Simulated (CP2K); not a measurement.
The O K edge of dimethyl sulfoxide monohydrate was computed by TDDFT (CP2K XAS_TDP, aug-cc-pVDZ, TDA) at these levels: PBE, PBEh(45%) and PBEh(45%) + GW2X. The first three lines of O4 (bonded to S, takes 1 H bond) with a strength over 0.0015, energy in eV and strength:

| run | first | second | third |
| --- | --- | --- | --- |
| 1 | 509.78 (0.005) | 510.02 (0.004) | 510.52 (0.008) |
| 2 | 528.74 (0.036) | 529.88 (0.014) | 530.73 (0.002) |
| 3 | 532.88 (0.036) | 534.03 (0.014) | 534.87 (0.002) |

**Question.** Which run is which?

Run 1: PBE (0 % exact exchange). Run 2: PBEh(45%) (45 % exact exchange). Run 3: PBEh(45%) + GW2X (45 % exact exchange). Self-interaction lifts the core level, so the uncorrected lines rise with the share of exact exchange. The GW2X run keeps the spacings of its parent: 1.15 eV between the first two lines in run 3, 1.14 eV in run 2. Its shift is +4.14 eV, since the Kohn–Sham level at this share of exchange lies that far above the quasiparticle level.

[Hosts, paths, dates, database ids (printed as entryN), source tags and the programs' standing remarks are cut or masked in the printed files.]
